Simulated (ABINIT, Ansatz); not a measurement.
Planning a run of ABINIT 10.8.3 on NaAsF6 (Fm-3m). The input:

```
acell 3*1.0 Angstrom
rprim 
  -0.000000000000 3.983049320000 3.983049320000
  3.983049320000 -0.000000000000 3.983049320000
  3.983049320000 3.983049320000 0.000000000000
ntypat 3
znucl 11 33 9
natom 8
typat 1 2 3 3 3 3 3 3
xred 
  0.500000000000 0.500000000000 0.500000000000
  0.000000000000 0.000000000000 0.000000000000
  0.781629880000 0.781629880000 0.218370120000
  0.218370120000 0.781629880000 0.218370120000
  0.781629880000 0.218370120000 0.218370120000
  0.218370120000 0.218370120000 0.781629880000
  0.781629880000 0.218370120000 0.781629880000
  0.218370120000 0.781629880000 0.781629880000
pp_dirpath "pseudos"
pseudos "Na.upf, As.upf, F.upf"
ecut 44
ngkpt 4 4 4
nshiftk 1
shiftk 0.11 0.21 0.31
kptopt 3
chksymbreak 0
istwfk *1
occopt 1
irdwfk 1
optdriver 99
bs_calctype 1
mbpt_sciss 5.705 eV
bs_loband 21
nband 39
bs_exchange_term 1
bs_coulomb_term 21
bs_coupling 0
bs_algorithm 2
bs_freq_mesh 0 17 0.1 eV
zcut 0.15 eV
ecuteps 3
ecutwfn 22
inclvkb 2
mdf_epsinf 1.78
irdden 1
bs_haydock_niter 300
bs_haydock_tol -0.02 0
indata_prefix "in"
outdata_prefix "out"
tmpdata_prefix "tmp"
```

```sh
OMP_NUM_THREADS=1 mpirun -n 4 abinit run.abi > log
```

**Question.** How long will it take on 4 MPI ranks of Arm Neoverse V1, shared host, and how much memory?

It took 5.2 min; on shared hardware allow 2.6 min to 10 min. Peak host memory was 5.0 GiB.

The kernel grows as the square of the matrix size, and full diagonalisation as its cube.

[Paths, hosts, dates, memory and timing lines, banners, echoed tables and standing remarks are left out of the program output.]

[Logs are printed without paths, hosts, clocks, repeated set-up lines and the standing remarks that a program may print on its own settings, such as how far it seeks lower states.]

[Runs of the session that timed out or met a known fault of the program may be left out.]

[Hosts, paths, dates, database ids (printed as entryN), source tags and the programs' standing remarks are cut or masked in the printed files.]

[G0W0 gaps are taken among the corrected bands and points alone; a level outside them can change the order at an edge.]

[Where Ansatz stands beside ABINIT at settings called matched, ABINIT's density can come from a denser mesh and the files from another edition; pairs whose starting gaps differed by over 0.03 eV were left out, so agreement reads better than it is.]
